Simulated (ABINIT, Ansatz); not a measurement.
# InF3 (R-3c): bands and cutoff in G0W0 with ABINIT

What does each rung of G0W0 on InF3 (R-3c) cost, and what does it buy?

Method: LDA and many-body steps on it, plane waves, in ABINIT 10.8.3.

### Step 1. Set-up

It takes space group R-3c (No. 167, trigonal). The conventional cell has a = 5.204 Å, b = 5.204 Å, c = 14.723 Å, α = 90.00°, β = 90.00°, γ = 120.00°. Nearest to In lie 6 F at 2.08 Å. F has 2 In at 2.08 Å nearest. Farther neighbours and most contacts between anions are not listed.

Coordinates:

```cif
data_structure
_symmetry_space_group_name_H-M 'R-3c:H'
_symmetry_Int_Tables_number 167
_cell_length_a 5.2043
_cell_length_b 5.2043
_cell_length_c 14.7225
_cell_angle_alpha 90.000
_cell_angle_beta 90.000
_cell_angle_gamma 120.000
_cell_volume 345.33
loop_
_atom_site_label
_atom_site_type_symbol
_atom_site_symmetry_multiplicity
_atom_site_Wyckoff_symbol
_atom_site_fract_x
_atom_site_fract_y
_atom_site_fract_z
_atom_site_occupancy
In1 In 6 b 0.66667 0.33333 0.33333 1
F1 F 18 e 0.64571 0.64571 0.25000 1
```

The cell and positions are those that the Materials Project relaxed with its own functionals (PBE, PBE+U or r2SCAN), kept fixed.

### Step 2. Empty states on the mesh, 4×4×4 mesh, 267 bands

This step: ABINIT 10.8.3; DFT, LDA, plane waves, norm-conserving pseudopotentials.

The sums over transitions need many empty states on a uniform mesh; this step solves for them.

Input file run.abi:

```
acell 3*1.0 Angstrom
rprim 
  2.602141182914 1.502346912402 4.907506134507
  -2.602141182914 1.502346912402 4.907506134507
  0.000000000000 -3.004693824873 4.907506134486
ntypat 2
znucl 49 9
natom 8
typat 1 1 2 2 2 2 2 2
xred 
  0.500000000000 0.500000000000 0.500000000000
  -0.000000000000 0.000000000000 0.000000000000
  0.395709220000 0.750000000000 0.104290780000
  0.750000000000 0.104290780000 0.395709220000
  0.895709220000 0.604290780000 0.250000000000
  0.250000000000 0.895709220000 0.604290780000
  0.604290780000 0.250000000000 0.895709220000
  0.104290780000 0.395709220000 0.750000000000
pp_dirpath "pseudos"
pseudos "In.upf, F.upf"
ecut 36
ngkpt 4 4 4
nshiftk 1
shiftk 0 0 0
kptopt 1
chksymbreak 0
iscf -2
irdden 1
istwfk *1
nband 267
nbdbuf 24
tolwfr 1e-09
nstep 60
prtvol 0
indata_prefix "in"
outdata_prefix "out"
tmpdata_prefix "tmp"
```

On the command line:

```sh
OMP_NUM_THREADS=1 mpirun -n 8 abinit run.abi > log
```

Numbers of over 12 decimals in the logs are rounded to 6 here.

Log:

```text
.Version 10.8.3 of ABINIT. v10.8.2 released Aug 2026.

 Symmetries : space group R-3 c (#167); Bravais hR (rhombohedral)
[... echo of the input left out ...]
== DATASET  1 ==================================================================
-   mpi_nproc: 8, omp_nthreads: 1 (-1 if OMP is not activated)
-    --> not optimal distribution: autoparal keyword recommended in input file <--

--- !DatasetInfo
iteration_state: {dtset: 1, }
dimensions: {natom: 8, nkpt: 13, mband: 267, nsppol: 1, nspinor: 1, nspden: 1, mpw: 8026, }
cutoff_energies: {ecut:  36.0, pawecutdg:  -1.0, }
[...]
3.06793    3.09174    3.12515    3.12515    3.12979    3.13551    3.16029    3.16029
   3.16314    3.16750    3.19665    3.19921    3.19927    3.20207    3.20213    3.21999
   3.22057    3.22628    3.27380
 prteigrs : prtvol=0 or 1, do not print more k-points.

== END DATASET(S) ==============================================================
================================================================================

 -outvars: echo values of variables after computation  --------
            nband         267
             nkpt          13
          spgroup         167
 [... the other variables as echoed above ...]

 Calculation completed.
```

The job ended after 3.6 min (8 MPI ranks of Arm Neoverse V1, shared host; peak memory 1.1 GiB).

Numbers from this step:

- gap: 4.010 eV
- k of the valence top: 0.5, 0.5, 0
- k of the conduction bottom: 0, 0, 0
- least direct gap: 4.042 eV
- k points computed: 13
- lowest point of the top converged band, above the valence top: 82.1049 eV

On this mesh the gap is 4.010 eV.

The density comes from a self-consistent run that is not shown.

### Step 3. Screening, 4×4×4 mesh, 67 bands, screening to 59.9 eV

The RPA dielectric matrix is built and inverted for each q.

This step: RPA screening on LDA, plane waves, norm-conserving pseudopotentials.

run.abi, as its differences from that of step 2:

```diff
@@ -26,10 +26,11 @@
 chksymbreak 0
-iscf -2
-irdden 1
 istwfk *1
-nband 267
-nbdbuf 24
-tolwfr 1e-09
-nstep 60
-prtvol 0
+occopt 1
+irdwfk 1
+optdriver 3
+nband 67
+ecuteps 2.2
+inclvkb 2
+awtr 1
+symchi 1
 indata_prefix "in"
```

Log:

```text
.Version 10.8.3 of ABINIT. v10.8.2 released Aug 2026.

 Symmetries : space group R-3 c (#167); Bravais hR (rhombohedral)
[... echo of the input left out ...]
== DATASET  1 ==================================================================
-   mpi_nproc: 8, omp_nthreads: 1 (-1 if OMP is not activated)

--- !DatasetInfo
iteration_state: {dtset: 1, }
dimensions: {natom: 8, nkpt: 13, mband: 67, nsppol: 1, nspinor: 1, nspden: 1, mpw: 8026, }
cutoff_energies: {ecut:  36.0, pawecutdg:  -1.0, }
electrons: {nelect:   8.40000000E+01, charge:   0.00000000E+00, occopt:   1.00000000E+00, tsmear:   1.00000000E-02, }

 SCREENING: Calculation of the susceptibility and dielectric matrices

 Based on a program developped by R.W. Godby, V. Olevano, G. Onida, and L. Reining.
 Incorporated in ABINIT by V. Olevano, G.-M. Rignanese, and M. Torrent.
.Using double precision arithmetic ; gwpc =  8

[... cell and pseudopotentials left out ...]
--------------------------------------------------------------------------------

 ==== K-mesh for the wavefunctions ====
 Number of points in the irreducible wedge :    13
[... list of points left out ...]
 Together with 12 symmetry operations and time-reversal symmetry
 yields    64 points in the full Brillouin Zone.

 ==== Q-mesh for the screening function ====
 Number of points in the irreducible wedge :    13
[... list of points left out ...]
 Together with 12 symmetry operations and time-reversal symmetry
 yields    64 points in the full Brillouin Zone.

 setmesh: FFT mesh size selected  =    40x   40x   40
          total number of points  =        64000

 vcoul_init : cutoff-mode = AUXILIARY_FUNCTION
 q-points for optical limit:   1
     1)      0.000010    0.000020    0.000030

- screening: taking advantage of time-reversal symmetry
- Maximum band index for partially occupied states nbvw = 42
- Remaining bands to be divided among processors   nbcw = 25
- Number of bands treated by each node ~3

 Number of electrons calculated from density =   84.0000; Expected =   84.0000
 average of density, n =  0.108136
 r_s =    1.3021
 omega_plasma =   31.7205 [eV]

 calculating chi0 at frequencies [eV] :
  1    0.000000E+00    0.000000E+00
  2    0.000000E+00    3.172052E+01

--------------------------------------------------------------------------------
  q-point number  1        q = ( 0.000000, 0.000000, 0.000000) [r.l.u.]
--------------------------------------------------------------------------------
[... chi0 elements left out ...]
 For q-point:  0.000010 0.000020 0.000030
  dielectric constant =   2.2602
  dielectric constant without local fields =   2.3089

  Average fulfillment of the sum rule on Im[epsilon] for q-point    1 :     12.59  [%]
[... wings left out ...]
  q-point number  2        q = ( 0.250000, 0.000000, 0.000000) [r.l.u.]
--------------------------------------------------------------------------------
[... chi0 elements left out ...]
  Average fulfillment of the sum rule on Im[epsilon] for q-point    2 :     19.57  [%]

 [... 11 further q-points ...]
```

Elapsed: 91 s, on 8 MPI ranks; peak memory 6 GiB.

This step gave:

| Item | Value |
| --- | --- |
| ε∞ with local fields, on this mesh, along the program's q direction | 2.260 |
| the same without local fields | 2.309 |
| plasma frequency | 31.72 eV |
| plane waves in the screening matrix | 121 |

Local fields lower ε∞ by 2 %.

### Step 4. 67 bands, 59.9 eV

The self-energy is evaluated for the states that the input lists, and the levels follow from it, in one-shot runs by the linearised quasiparticle equation.

This step: G0W0 on LDA, plane waves, norm-conserving pseudopotentials.

run.abi, as its differences from that of step 3:

```diff
@@ -29,8 +29,17 @@
 irdwfk 1
-optdriver 3
+optdriver 4
 nband 67
+gwcalctyp 0
+ecutsigx 36
+symsigma 1
+nkptgw 2
+kptgw 
+  0.5000000000 0.5000000000 0.0000000000
+  0.0000000000 0.0000000000 0.0000000000
+bdgw 
+  41 44
+  41 44
 ecuteps 2.2
-inclvkb 2
-awtr 1
-symchi 1
+irdscr 1
+ppmodel 1
 indata_prefix "in"
```

Log:

```text
.Version 10.8.3 of ABINIT. v10.8.2 released Aug 2026.

 Symmetries : space group R-3 c (#167); Bravais hR (rhombohedral)
[... echo of the input left out ...]
== DATASET  1 ==================================================================
-   mpi_nproc: 8, omp_nthreads: 1 (-1 if OMP is not activated)

--- !DatasetInfo
iteration_state: {dtset: 1, }
dimensions: {natom: 8, nkpt: 13, mband: 67, nsppol: 1, nspinor: 1, nspden: 1, mpw: 8026, }
cutoff_energies: {ecut:  36.0, pawecutdg:  -1.0, }
electrons: {nelect:   8.40000000E+01, charge:   0.00000000E+00, occopt:   1.00000000E+00, tsmear:   1.00000000E-02, }

 SIGMA: Calculation of the GW corrections

 Based on a program developped by R.W. Godby, V. Olevano, G. Onida, and L. Reining.
 Incorporated in ABINIT by V. Olevano, G.-M. Rignanese, and M. Torrent.
.Using double precision arithmetic ; gwpc =  8

[... cell and pseudopotentials left out ...]
--------------------------------------------------------------------------------

 ==== K-mesh for the wavefunctions ====
 Number of points in the irreducible wedge :    13
[... list of points left out ...]
 Together with 12 symmetry operations and time-reversal symmetry
 yields    64 points in the full Brillouin Zone.

 ==== Q-mesh for screening function ====
 Number of points in the irreducible wedge :    13
[... list of points left out ...]
 Together with 12 symmetry operations and time-reversal symmetry
 yields    64 points in the full Brillouin Zone.

 vcoul_init : cutoff-mode = AUXILIARY_FUNCTION
 q-points for optical limit:   1
     1)      0.000010    0.000020    0.000030
 setmesh: FFT mesh size selected  =    60x   60x   60
          total number of points  =       216000

 Number of electrons calculated from density =   84.0000; Expected =   84.0000
 average of density, n =  0.108136
 r_s =    1.3021
 omega_plasma =   31.7205 [eV]

 === KS Band Gaps ===
  >>>> For spin  1
   Minimum direct gap =   4.0423 [eV], located at k-point      :   0.0000  0.0000  0.0000
   Fundamental gap    =   4.0104 [eV], Top of valence bands at :   0.5000  0.5000  0.0000
                                       Bottom of conduction at :   0.0000  0.0000  0.0000
 SIGMA fundamental parameters:
 PLASMON POLE MODEL  1
 number of plane-waves for SigmaX                 7987
 number of plane-waves for SigmaC and W            121
 number of plane-waves for wavefunctions          7987
 number of bands                                    67
 number of independent spin polarizations            1
 number of spinorial components                      1
 number of k-points in IBZ                          13
 number of q-points in IBZ                          13
 number of symmetry operations                      12
 number of k-points in BZ                           64
 number of q-points in BZ                           64
 number of frequencies for dSigma/dE                 9
 frequency step for dSigma/dE [eV]                0.25
 number of omega for Sigma on real axis              0
 max omega for Sigma on real axis  [eV]           0.00
 zcut for avoiding poles [eV]                     0.10

 EPSILON^-1 parameters (SCR file):
 dimension of the eps^-1 matrix on file            121
 dimension of the eps^-1 matrix used               121
 number of plane-waves for wavefunctions          7987
 number of bands                                    67
 number of q-points in IBZ                          13
 number of frequencies                               2
 number of real frequencies                          1
 number of imag frequencies                          1

 matrix elements of self-energy operator (all in [eV])

 Perturbative Calculation

--- !SelfEnergy_ee
iteration_state: {dtset: 1, }
kpoint     : [   0.500,    0.500,    0.000, ]
spin       : 1
KS_gap     :    6.537
QP_gap     :   11.620
Delta_QP_KS:    5.083
data: !SigmaeeData |
     Band     E0 <VxcDFT>   SigX SigC(E0)      Z dSigC/dE  Sig(E)    E-E0       E
       41  -1.177 -23.605 -30.878   4.789   0.798  -0.253 -25.587  -1.982  -3.158
       42  -1.024 -22.915 -30.810   5.201   0.788  -0.269 -25.038  -2.123  -3.147
       43   5.512 -18.194 -12.844  -1.880   0.853  -0.172 -15.233   2.961   8.473
       44   7.061 -19.119 -13.049  -2.126   0.845  -0.184 -15.788   3.330  10.392

--- !SelfEnergy_ee
iteration_state: {dtset: 1, }
kpoint     : [   0.000,    0.000,    0.000, ]
spin       : 1
KS_gap     :    4.042
QP_gap     :    8.667
Delta_QP_KS:    4.624
data: !SigmaeeData |
     Band     E0 <VxcDFT>   SigX SigC(E0)      Z dSigC/dE  Sig(E)    E-E0       E
       41  -1.056 -22.752 -30.714   5.239   0.787  -0.271 -24.895  -2.143  -3.199
       42  -1.056 -22.752 -30.714   5.239   0.787  -0.271 -24.895  -2.143  -3.199
       43   2.986 -15.001 -10.317  -1.835   0.871  -0.148 -12.519   2.482   5.468
       44   8.395 -19.924 -13.242  -2.360   0.830  -0.205 -16.335   3.588  11.983

== END DATASET(S) ==============================================================
================================================================================

 -outvars: echo values of variables after computation  --------
           etotal      0.0000000000E+00
            nband          67
             nkpt          13
          spgroup         167
 [... the other variables as echoed above ...]

 Calculation completed.
```

Run time: 8 s. Hardware: 8 MPI ranks; peak memory 3.4 GiB; 63 s of CPU time.

This step gave:

```
G0W0 gap on the points computed              : 8.615 eV
starting gap on the mesh                     : 4.010 eV
k of the valence top                         : 0.5, 0.5, 0
k of the conduction bottom                   : 0, 0, 0
Z at the valence top                         : 0.788
Z at the conduction bottom                   : 0.871
least direct G0W0 gap on the computed points : 8.667 eV
```

The gap on the mesh goes from 4.01 eV to 8.62 eV, a correction of +4.60 eV.

### Step 5. Screening, 4×4×4 mesh, 124 bands, screening to 114.3 eV

This step: RPA screening on LDA, plane waves, norm-conserving pseudopotentials.

run.abi, as its differences from that of step 4:

```diff
@@ -29,17 +29,8 @@
 irdwfk 1
-optdriver 4
-nband 67
-gwcalctyp 0
-ecutsigx 36
-symsigma 1
-nkptgw 2
-kptgw 
-  0.5000000000 0.5000000000 0.0000000000
-  0.0000000000 0.0000000000 0.0000000000
-bdgw 
-  41 44
-  41 44
-ecuteps 2.2
-irdscr 1
-ppmodel 1
+optdriver 3
+nband 124
+ecuteps 4.2
+inclvkb 2
+awtr 1
+symchi 1
 indata_prefix "in"
```

Log:

```text
.Version 10.8.3 of ABINIT. v10.8.2 released Aug 2026.

 Symmetries : space group R-3 c (#167); Bravais hR (rhombohedral)
[... echo of the input left out ...]
== DATASET  1 ==================================================================
-   mpi_nproc: 8, omp_nthreads: 1 (-1 if OMP is not activated)

--- !DatasetInfo
iteration_state: {dtset: 1, }
dimensions: {natom: 8, nkpt: 13, mband: 124, nsppol: 1, nspinor: 1, nspden: 1, mpw: 8026, }
cutoff_energies: {ecut:  36.0, pawecutdg:  -1.0, }
electrons: {nelect:   8.40000000E+01, charge:   0.00000000E+00, occopt:   1.00000000E+00, tsmear:   1.00000000E-02, }

 SCREENING: Calculation of the susceptibility and dielectric matrices

 Based on a program developped by R.W. Godby, V. Olevano, G. Onida, and L. Reining.
 Incorporated in ABINIT by V. Olevano, G.-M. Rignanese, and M. Torrent.
.Using double precision arithmetic ; gwpc =  8

[... cell and pseudopotentials left out ...]
--------------------------------------------------------------------------------

 ==== K-mesh for the wavefunctions ====
 Number of points in the irreducible wedge :    13
[... list of points left out ...]
 Together with 12 symmetry operations and time-reversal symmetry
 yields    64 points in the full Brillouin Zone.

 ==== Q-mesh for the screening function ====
 Number of points in the irreducible wedge :    13
[... list of points left out ...]
 Together with 12 symmetry operations and time-reversal symmetry
 yields    64 points in the full Brillouin Zone.

 setmesh: FFT mesh size selected  =    40x   40x   40
          total number of points  =        64000

 vcoul_init : cutoff-mode = AUXILIARY_FUNCTION
 q-points for optical limit:   1
     1)      0.000010    0.000020    0.000030

- screening: taking advantage of time-reversal symmetry
- Maximum band index for partially occupied states nbvw = 42
- Remaining bands to be divided among processors   nbcw = 82
- Number of bands treated by each node ~10

 Number of electrons calculated from density =   84.0000; Expected =   84.0000
 average of density, n =  0.108136
 r_s =    1.3021
 omega_plasma =   31.7205 [eV]

 calculating chi0 at frequencies [eV] :
  1    0.000000E+00    0.000000E+00
  2    0.000000E+00    3.172052E+01

--------------------------------------------------------------------------------
  q-point number  1        q = ( 0.000000, 0.000000, 0.000000) [r.l.u.]
--------------------------------------------------------------------------------
[... chi0 elements left out ...]
 For q-point:  0.000010 0.000020 0.000030
  dielectric constant =   2.3880
  dielectric constant without local fields =   2.4898

  Average fulfillment of the sum rule on Im[epsilon] for q-point    1 :     33.10  [%]
[... wings left out ...]
  q-point number  2        q = ( 0.250000, 0.000000, 0.000000) [r.l.u.]
--------------------------------------------------------------------------------
[... chi0 elements left out ...]
  Average fulfillment of the sum rule on Im[epsilon] for q-point    2 :     42.76  [%]

 [... 11 further q-points ...]
```

Wall time 5.2 min (8 MPI ranks); peak memory 7 GiB; 41 min of CPU time.

Numbers from this step:

* ε∞ with local fields, on this mesh, along the program's q direction: 2.388
* the same without local fields: 2.490
* plasma frequency: 31.72 eV
* plane waves in the screening matrix: 327

[end of part 1 of 2]

[Paths, hosts, dates, memory and timing lines, banners, echoed tables and standing remarks are left out of the program output.]

[Logs are printed without paths, hosts, clocks, repeated set-up lines and the standing remarks that a program may print on its own settings, such as how far it seeks lower states.]

[Runs of the session that timed out or met a known fault of the program may be left out.]

[Hosts, paths, dates, database ids (printed as entryN), source tags and the programs' standing remarks are cut or masked in the printed files.]

[G0W0 gaps are taken among the corrected bands and points alone; a level outside them can change the order at an edge.]

[Where Ansatz stands beside ABINIT at settings called matched, ABINIT's density can come from a denser mesh and the files from another edition; pairs whose starting gaps differed by over 0.03 eV were left out, so agreement reads better than it is.]
